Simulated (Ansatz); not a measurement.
# Where Mg_Li puts its levels in the gap of LiMgVO4 (Cmcm)

Charge states of Mg_Li in LiMgVO4 (Cmcm), set against the band edges. Model: a cell of 56 host atoms with 1 Li taken out and 1 Mg put in.

Calculated with Ansatz 0.2.0; place-levels on PBEsol runs: charge-transition levels and formation energies with image-charge correction and potential alignment at the atomic sites.

### 1. Starting point

The cell holds 56 atoms: 7 Li, 9 Mg, 8 V and 32 O. Its edges and angles: a = 10.594 Å, b = 8.385 Å, c = 10.248 Å, α = 68.5°, β = 47.4°, γ = 64.1°. It derives from LiMgVO4 (space group Cmcm). Nearest the centre at fractional (0.544, 0.706, 0.294): Mg7 at 0.00 Å, O25 at 1.93 Å, O55 at 1.93 Å, O52 at 2.08 Å, O31 at 2.08 Å, V23 at 2.64 Å, O51 at 3.08 Å, O29 at 3.08 Å.

The host's dielectric constants go in as inputs: (3.63, 3.69, 3.60) for the electrons alone, (12.15, 8.58, 7.38) with the ions, from a response run on this crystal (DFPT, PBEsol) at that run's own cell.

The cell's shortest repeat is 8.4 Å.

### 2. The runs of each charge state

A transition level is the Fermi level at which two charge states cost the same, so each charge needs its own total energy, at its own relaxed structure.

Each atom starts 0.05 Å or so off its site in a random direction: a symmetric start keeps its symmetry, and would miss off-centre moves and Jahn–Teller distortions. Forces are taken at one point at (¼, ¼, ¼). The cell holds 1 electron fewer than the neutral one, with a uniform background that keeps it neutral on the whole.

The sampling was tested on the host first: at the k-points planned (1x1x1 shifted 0.25 0.25 0.25) its energy lies 0.001 eV an atom from the dense-mesh value, under the bound of 0.02 eV set for this test; that bounds the host's error, not the defect's.

One of the inputs; charge, spin and start change from state to state.

Input file qp1.relax/input.yaml:

```yaml
crystal:
  lattice:
    - [0.0, 8.5717248, 6.22503206]
    - [5.61714234, 0.0, 6.22503206]
    - [5.61714234, 8.5717248, 0.0]
  atoms:
    - { symbol: Li, position: [0.4561773, 0.2938227, 0.2061773] }
    - { symbol: Li, position: [0.4561773, 0.2938227, 0.7061773] }
[... 4 atom lines left out ...]
    - { symbol: Mg, position: [0.5438227, 0.7061773, 0.2938227] }
[... 1 atom line left out ...]
    - { symbol: Mg, position: [0.0, 0.5, 0.0] }
[... 1 atom line left out ...]
    - { symbol: Mg, position: [0.5, 0.0, 0.0] }
[... 1 atom line left out ...]
    - { symbol: Mg, position: [0.25, 0.75, 0.25] }
    - { symbol: Mg, position: [0.25, 0.75, 0.75] }
[... 3 atom lines left out ...]
    - { symbol: V, position: [0.30234376, 0.44765624, 0.55234376] }
    - { symbol: V, position: [0.80234376, 0.94765624, 0.05234376] }
[... 1 atom line left out ...]
    - { symbol: V, position: [0.19765624, 0.05234376, 0.44765624] }
[... 1 atom line left out ...]
    - { symbol: V, position: [0.69765624, 0.55234376, 0.44765624] }
    - { symbol: V, position: [0.69765624, 0.55234376, 0.94765624] }
    - { symbol: O, position: [0.35567399, 0.61446977, 0.38553023] }
[... 3 atom lines left out ...]
    - { symbol: O, position: [0.25754378, 0.99245622, 0.26235582] }
[... 1 atom line left out ...]
    - { symbol: O, position: [0.75754378, 0.49245622, 0.26235582] }
[... 5 atom lines left out ...]
    - { symbol: O, position: [0.36446977, 0.10567399, 0.39432601] }
[... 2 atom lines left out ...]
    - { symbol: O, position: [0.86446977, 0.60567399, 0.89432601] }
[... 1 atom line left out ...]
    - { symbol: O, position: [0.14432601, 0.88553023, 0.61446977] }
    - { symbol: O, position: [0.64432601, 0.38553023, 0.11446977] }
[... 7 atom lines left out ...]
    - { symbol: O, position: [0.51235582, 0.73764418, 0.00754378] }
    - { symbol: O, position: [0.51235582, 0.73764418, 0.50754378] }
[... 2 atom lines left out ...]
    - { symbol: O, position: [0.63553023, 0.89432601, 0.10567399] }
    - { symbol: O, position: [0.63553023, 0.89432601, 0.60567399] }
  host:
    repeats: [1, 1, 1]
    atoms:
      - { symbol: Li, position: [0.4561773, 0.2938227, 0.2061773] }
      - { symbol: Li, position: [0.4561773, 0.2938227, 0.7061773] }
      # ... 54 more atoms of the perfect host
total_charge: 1
basis:
  ecutwfc: 420
  xc_grid: 2
hamiltonian:
  xc: pbesol
kpoints:
  mp_grid: { grid: [1, 1, 1], shift: [0.25, 0.25, 0.25] }
scf:
  occupations: { method: fixed }
  max_iter: 80
output:
  forces: true
  charged_corrections:
    epsilon: [3.63, 3.69, 3.6]
    static_epsilon: [12.15, 8.58, 7.38]
    defect_position: [0.543823, 0.706177, 0.293823]
relax:
  f_tol: 0.02
  max_steps: 80
  random_displacement: { amplitude: 0.05, seed: 9901 }
checkpoint:
  write: "../qp1.relax.run"
  compress: false
  write_wavefunctions: true
  write_every: 100000
```

The run is started by

```console
> ansatz run input.yaml --threads 4 --pin off --max-ram 7536MiB --backend cpu --events-out ev --progress --plain --runs-dir out
```

The relaxed structure is kept and the sampling changed to a 2×2×2 shifted mesh.

The run of this state that the levels use, under PBEsol:

Input file qp1.point/input.yaml:

```yaml
crystal:
  checkpoint: "../qp1.relax.run"
  host: checkpoint
total_charge: 1
basis:
  ecutwfc: 420
  xc_grid: 2
hamiltonian:
  xc: pbesol
kpoints:
  mp_grid: { grid: [2, 2, 2], shift: [0.5, 0.5, 0.5] }
scf:
  occupations: { method: fermi_dirac, width: 0.01 }
  max_iter: 80
output:
  forces: true
  eigenvalues: true
  charged_corrections:
    epsilon: [3.63, 3.69, 3.6]
    static_epsilon: [12.15, 8.58, 7.38]
    defect_position: [0.543823, 0.706177, 0.293823]
  eigenstates: { localisation: true }
  populations: true
  band_densities: [{ bands: [v1, v1] }, { bands: [c1, c1] }]
  write_density: true
  write_potential: true
  volumetric_format: npy
checkpoint:
  read: "../qp1.relax.run"
  write: "../qp1.point.run"
  compress: false
  write_wavefunctions: false
  write_every: 100000
```

Relaxations under PBEsol at one point at (¼, ¼, ¼); times on 4 threads of Arm Neoverse V1, shared host:

| charge | moment (μB) | occupations | outcome | steps | largest displacement against the far atoms (Å) | time |
| --- | --- | --- | --- | --- | --- | --- |
| 0 | 1 | fixed | converged | 7 | 0.10 | 3.1 min |
| +1 | 0 | fixed | converged | 6 | 0.08 | 52 s |

Single points under PBEsol at a 2×2×2 shifted mesh; times on 4 threads of Arm Neoverse V1, shared host:

```
charge  moment (μB)  occupations    outcome     time
     0            1  fermi-dirac  converged  2.6 min
    +1            0  fermi-dirac  converged     50 s
```

Distances (Å) from Mg7 to the nearest atoms after relaxation with PBEsol:

```csv
charge,moment (μB),1.,2.,3.,4.,5.,6.
0,1,O 1.95,O 1.95,O 2.01,O 2.02,V 2.74,O 3.03
+1,0,O 1.94,O 1.94,O 2.08,O 2.08,V 2.74,O 2.94
```

### 3. place-levels, PBEsol

A charged cell interacts with its images and the background, and its potential has another zero than the host's. place-levels removes the first by a point-charge model, screened by the static dielectric constant since the ions have relaxed around the charge, and the second by comparing potentials at atoms far from the defect.

The host is a run of the defect-free crystal in the same cutoffs, grids and k-points, so that basis and sampling errors cancel in part in the differences. Its band edges come from a run of the primitive cell that searches the zone for them. The host is run in a cell of 28 atoms on a matching mesh. Chemical potentials are energies per atom of Li (bcc) and Mg (hcp), run with the same functional and cutoff.

Input file levels.point.yaml:

```yaml
host:
  run: host.point.run
  levels_from: { run: edges.point.run }
states: [q0_M1.point.run, qp1.point.run]
geometry_from:
  q0_M1.point.run: q0_M1.relax.run
  qp1.point.run: qp1.relax.run
  host.point.run: host.relax.run
chemical_potentials:
  Li:
    energy: -202.99658
    dataset: "<sha256 of the dataset>"
  Mg:
    energy: -1912.053531
    dataset: "<sha256 of the dataset>"
epsilon: [3.63, 3.69, 3.6]
static_epsilon: [12.15, 8.58, 7.38]
vertical:
  - { from: qp1.point.run, to: qp1.point_neutral.run }
```

The run is started by

```console
> ansatz place-levels levels.point.yaml -- --threads 4 --pin off --max-ram 7536MiB
```

Numbers of over 12 decimals in the logs are rounded to 6 here.

The log of the run:

```text
[... repeated set-up lines and file paths are left out, and long positions are rounded to six places ...]
(+1/0) 3.026 eV above the valence edge, 0.388 eV under the conduction edge
formation energy of charge +1: -2.499 eV with the Fermi level at the valence edge
formation energy of charge 0: +0.528 eV with the Fermi level at the valence edge
vertical +1 to 0: no energy, since no alignment is typed
  the change from vertical[0].from (qp1.point.run) to vertical[0].to (qp1.point_neutral.run): by its potential at epsilon [3.63, 3.69, 3.6] it stands at 0.698 0.556 0.448, with an rms radius of about 3.6 Å (2.1 2.1 2.1 Å across the planes of the cell's [...]
  edges by pbesol of host.levels_from (edges.point.run), its mesh sampled to repeats of 30.74 Å (the valence edge +0.114 eV and the conduction edge -0.045 eV from those of the host's own run), gap 3.414 eV; the host is sampled to repeats of 16.77 Å
  the defect's cells are sampled to repeats of 16.77 Å, like sampling
  charge +1: -59728.2283 eV with its correction of +0.441 eV, at epsilon [12.15, 8.58, 7.38], aligned at sites: +0.1738 eV, mean over 28 atomic sites at or beyond 4.19 Å from the defect at [0.5438, 0.7062, 0.2938], with +0.000000 for the charge's moments and [...]
  charge 0: +0.000 eV for its dipole among its images, +0.006 omitted
  of states[1] (qp1.point.run): it parts from the run at its places by a charge that spreads by about 2.1 Å along one vector (1.3 Å or more is wide), by its potential at epsilon [3.63, 3.69, 3.6], taken for that of held ions (one typed too small widens it), [...]
  of states[0] (q0_M1.point.run): its displacements don't fall off away from the defect: farther atoms stand 0.022 Å off the host's places. [...]
  of vertical[0].from (qp1.point.run): its displacements don't fall off away from the defect: farther atoms stand 0.037 Å off the host's places. [...]
  vertical[0].to (qp1.point_neutral.run): levels filled in part (TS 0.004 eV): its energy is of no whole electron's
  of vertical[0].to (qp1.point_neutral.run): its displacements don't fall off away from the defect: farther atoms stand 0.037 Å off the host's places. [...]
```

Wall time 0.25 s (4 threads of Arm Neoverse V1, shared host).

Under PBEsol the gap is 3.41 eV, (+1/0) 3.03 eV.

Levels between the charges placed, in eV above the valence top:

|  | gap (eV) | (+1/0) |
| --- | --- | --- |
| PBEsol | 3.41 | 3.03 |

Corrections by state:

```csv
charge,moment (μB),image terms and alignment (eV),band filling (eV),ε used,"over the lowest of its charge, as the program ranks them, band filling apart (eV)"
+1,0.0,0.441,-,"principal values (7.38, 8.58, 12.15)",0.000
0,1.0,0.000,-,-,0.000
```

The charged structures listed were also run neutral, and place-levels reads from each pair, by the potential or the spins, how wide the charge is by which they differ; that can be the carrier of either run.

```
charge  rms radius (Å)  spread where it is widest against the cell (Å)  wide from (Å)  reading
    +1             3.6                                            2.11           1.30     wide
```

The neutral runs of these pairs need not share the spin of the lowest neutral state, and very wide values only mean spread over the cell.

From the program's caveats on the states, each cut to its opening words:

- charge +1: it parts from the run at its places by a charge that spreads by about 2.1 Å along one vector (1.3 Å or more is wide), by its potential at epsilon [3.63, 3.69, [...]
- charge +1: its displacements don't fall off away from the defect: farther atoms stand 0.037 Å off the host's places
- charge 0 (1 μB): its displacements don't fall off away from the defect: farther atoms stand 0.022 Å off the host's places

Chemical potentials of the elements' reference phases, run alike. Formation energies (elemental references), with the Fermi level at the valence top and at the conduction bottom (gap 3.41 eV):

| charge | at valence top (eV) | at conduction bottom (eV) | correction included (eV) |
| --- | --- | --- | --- |
| +1 | -2.50 | 0.92 | 0.44 |
| 0 | 0.53 | 0.53 | 0.00 |

```tsv
Fermi level (eV)	lowest formation energy (eV)
0.00	-2.50
0.31	-2.19
0.62	-1.88
0.93	-1.57
1.24	-1.26
1.55	-0.95
1.86	-0.64
2.17	-0.33
2.48	-0.01
2.79	0.30
3.10	0.53
3.41	0.53
```

### 4. The same at the relaxations' own k-points

The relaxations' own energies give the levels at their sampling, for comparison.

Input file levels.relax_mesh.yaml:

```yaml
host:
  run: host.relax.run
  levels_from: { run: edges.relax.run }
states: [q0_M1.relax.run, qp1.relax.run]
chemical_potentials:
  Li:
    energy: -202.99658
    dataset: "<sha256 of the dataset>"
  Mg:
    energy: -1912.053531
    dataset: "<sha256 of the dataset>"
```

The run is started by

```console
> ansatz place-levels levels.relax_mesh.yaml -- --threads 4 --pin off --max-ram 7536MiB
```

The log of the run:

```text
(+1/0) 3.008 eV above the valence edge, 0.406 eV under the conduction edge
formation energy of charge +1: -2.500 eV with the Fermi level at the valence edge
formation energy of charge 0: +0.507 eV with the Fermi level at the valence edge
  edges by pbesol of host.levels_from (edges.relax.run), its mesh sampled to repeats of 30.74 Å (the valence edge +0.112 eV and the conduction edge -0.045 eV from those of the host's own run), gap 3.414 eV; the host is sampled to repeats of 8.38 Å
[... the lines on each state left out ...]
```

Wall time 0.12 s (4 threads).

Levels between neighbouring charges, in eV above the valence top:

```
                        gap (eV)  (+1/0)
one point at (¼, ¼, ¼)      3.41    3.01
  a 2×2×2 shifted mesh      3.41    3.03
```

Going from one point at (¼, ¼, ¼) to a 2×2×2 shifted mesh moves the levels that carry no band-filling term by up to 0.02 eV and formation energies against the elements by up to 0.02 eV.

### 5. place-levels, r2SCAN

r2SCAN on the same structure is run to see how far the result rests on the functional, though not on the errors that semilocal functionals share; the sampling changes too, to one point at (¼, ¼, ¼), so differences hold both changes.

Input file qp1.r2scan/input.yaml:

```yaml
crystal:
  checkpoint: "../qp1.relax.run"
  host: checkpoint
total_charge: 1
basis:
  ecutwfc: 500
  xc_grid: 2
hamiltonian:
  xc: r2scan
kpoints:
  mp_grid: { grid: [1, 1, 1], shift: [0.25, 0.25, 0.25] }
scf:
  occupations: { method: fermi_dirac, width: 0.01 }
  max_iter: 80
output:
  forces: true
  eigenvalues: true
  charged_corrections:
    epsilon: [3.63, 3.69, 3.6]
    static_epsilon: [12.15, 8.58, 7.38]
    defect_position: [0.543823, 0.706177, 0.293823]
checkpoint:
  write: "../qp1.r2scan.run"
  compress: false
  write_wavefunctions: false
  write_every: 100000
```

Run time: 23 s. Hardware: 4 threads; peak memory 1.6 GiB; 89 s of CPU time.

Input file levels.r2scan.yaml:

```yaml
host:
  run: host.r2scan.run
  levels_from: { run: edges.r2scan.run }
states: [q0_M1.r2scan.run, qp1.r2scan.run]
geometry_from:
  q0_M1.r2scan.run: q0_M1.relax.run
  qp1.r2scan.run: qp1.relax.run
  host.r2scan.run: host.relax.run
chemical_potentials:
  Li:
    energy: -205.1324
    dataset: "<sha256 of the dataset>"
  Mg:
    energy: -1926.408907
    dataset: "<sha256 of the dataset>"
```

The run is started by

```console
> ansatz place-levels levels.r2scan.yaml -- --threads 4 --pin off --max-ram 7536MiB
```

The log of the run:

```text
(+1/0) 3.156 eV above the valence edge, 0.626 eV under the conduction edge
formation energy of charge +1: -2.867 eV with the Fermi level at the valence edge
formation energy of charge 0: +0.288 eV with the Fermi level at the valence edge
  edges by r2scan of host.levels_from (edges.r2scan.run), its mesh sampled to repeats of 30.74 Å (the valence edge +0.112 eV and the conduction edge -0.043 eV from those of the host's own run), gap 3.782 eV; the host is sampled to repeats of 8.38 Å
[... the lines on each state left out ...]
```

Run time: 0.18 s. Hardware: 4 threads.

Under r2SCAN the gap is 3.78 eV, (+1/0) 3.16 eV.

### 6. Side by side

Levels between neighbouring charges, in eV above each run's own valence top:

```csv
,gap (eV),(+1/0),CPU time a state at this stage (restarts are quicker than cold starts)
"PBEsol, 2×2×2 shifted mesh",3.41,3.03,6.4 min
"r2SCAN on PBEsol structures, (¼, ¼, ¼)",3.78,3.16,3.7 min
```

### 7. Outcome

* gap of the host: 3.41 eV (PBEsol)
* level (plus 1/0): 3.03 eV above the valence top
* lowest of the charges placed, just above the valence top (0.02 eV): +1
* lowest of the charges placed, just below the conduction bottom (0.02 eV): 0
* lowest formation energy at mid-gap of the charges run, elemental references: -0.79 eV

In words: Of the charges placed (0 and +1), the lowest changes at 3.03 eV (+1/0) above the valence top, in a gap of 3.41 eV. (+1/0) lies nearer to a band edge than the share of the finite-size correction in it (0.44 eV), and that correction holds for a localised charge alone. Charges above +1 and below 0 were not placed, so these runs say nothing of levels that involve them. States placed: +1 at 0 μB; 0 at 1 μB. Other spin states or structures, where not listed, weren't placed. Going from one point at (¼, ¼, ¼) to a 2×2×2 shifted mesh moves the levels that carry no band-filling term by up to 0.02 eV and formation energies against the elements by up to 0.02 eV. Limits: the images are only 8.4 Å apart; PBEsol makes the gap too small and tends to spread out bound carriers; where a gas molecule sets a chemical potential or the host's formation energy, its binding is uncorrected.

[Logs are printed without paths, hosts, clocks, repeated set-up lines and the standing remarks that a program may print on its own settings, such as how far it seeks lower states.]

[Hosts, paths, dates, database ids (printed as entryN), source tags and the programs' standing remarks are cut or masked in the printed files.]

[Where a table of states has a column of steps, it counts the stored structures, which are thinned; the runs took as many ionic steps or more.]

[A defect's name tells the site on which it was built; relaxed atoms can leave that site.]

[For some hosts the program warned that the k-mesh of the response run may be too coarse for force constants and the static dielectric constant; such warnings are not shown here.]
